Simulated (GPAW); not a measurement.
Consider Ti on a Zr site in ZrB.

```
Ti Zr B
1.0
     0.00000    4.65000    4.65000
     4.65000    0.00000    4.65000
     4.65000    4.65000    0.00000
Ti Zr B
1 7 8
Direct
  0.99984 0.00062 0.00039
  0.99963 0.00005 0.50079
  0.99910 0.50100 0.00049
  0.49912 0.00110 0.00042
  0.99928 0.50115 0.50038
  0.49888 0.00107 0.50072
  0.49957 0.50011 0.00080
  0.50012 0.50079 0.50043
  0.24877 0.25074 0.25059
  0.24119 0.24382 0.75811
  0.24245 0.75767 0.24291
  0.75822 0.24196 0.24237
  0.24172 0.75816 0.75882
  0.75817 0.24256 0.75800
  0.75797 0.75944 0.24177
  0.74911 0.75041 0.75057
```

Absorber: atom 1, with 5 B at 2.25 Å and 1 B at 2.26 Å (octahedral; the defect atom itself). Method: GPAW, PBE, excited-electron core hole (neutral cell), 16-atom cell with 6.6 Å between holes, 4×4×4 k points, dipole transitions, Gaussian full width 0.94 eV up to 4 eV, rising linearly to 3.5 eV at 25 eV.

Question: Where do the maxima of the Ti K edge fall?

Main maxima up to 27 eV above the zero (height): 2.0 eV (0.47), 8.3 eV (1.06) and 15.6 eV (1.88). A K edge sees empty p states. The weak features of the first eV are p character mixed into the empty d bands; the main 4p edge lies above them. The total-energy difference is 4982.03 eV. One term is added: -22.82 eV, since the hole is spin-paired here and a spin-polarised one costs that much less in the free atom (computed apart). The photon energy is then 4959.21 eV. The tabulated edge of the element is 4966 eV. The functional leaves an error of a few eV in such absolute values.

The Ti K spectrum (energy from the lowest empty level; intensity scaled to a mean of 1 over the first 20 eV):

```csv
E (eV),intensity
-2.0,0.00
-1.4,0.00
-0.8,0.02
-0.2,0.17
0.4,0.29
1.0,0.33
1.6,0.41
2.2,0.43
2.8,0.25
3.4,0.32
4.0,0.35
4.6,0.35
5.2,0.45
5.8,0.57
6.4,0.68
7.0,0.65
7.6,0.79
8.2,1.04
8.8,0.93
9.4,0.69
10.0,0.70
10.6,0.82
11.2,0.91
11.8,0.98
12.4,1.04
13.0,1.13
13.6,1.30
14.2,1.55
14.8,1.78
15.4,1.88
16.0,1.87
16.6,1.84
17.2,1.83
17.8,1.82
18.4,1.76
19.0,1.68
19.6,1.61
20.2,1.58
20.8,1.57
21.4,1.56
22.0,1.53
22.6,1.48
23.2,1.42
23.8,1.39
24.4,1.38
25.0,1.40
25.6,1.43
26.2,1.47
26.8,1.50
27.4,1.52
```

Quadrupole 1s→3d transitions, which feed the pre-edge, are not in the dipole spectrum. In so small a cell the defects form an ordered array, and no site is far from one. The mesh is coarse (0.29 Å⁻¹ between points), so small maxima may be mesh ripples.

[Banner, clock and machine lines of the logs are left out without a mark of their own.]

[Logs are printed without paths, hosts, clocks, repeated set-up lines and the standing remarks that a program may print on its own settings, such as how far it seeks lower states.]

[Hosts, paths, dates, database ids (printed as entryN), source tags and the programs' standing remarks are cut or masked in the printed files.]

[Lists of maxima count a maximum above −3 eV only where it reaches 4 % of the highest in the window and stands out from its surroundings by 2 % of it (1.5 % where it reaches 55 %); shoulders and weaker maxima are passed over, and of the rest the first, up to two pre-edge ones and the few strongest are named.]
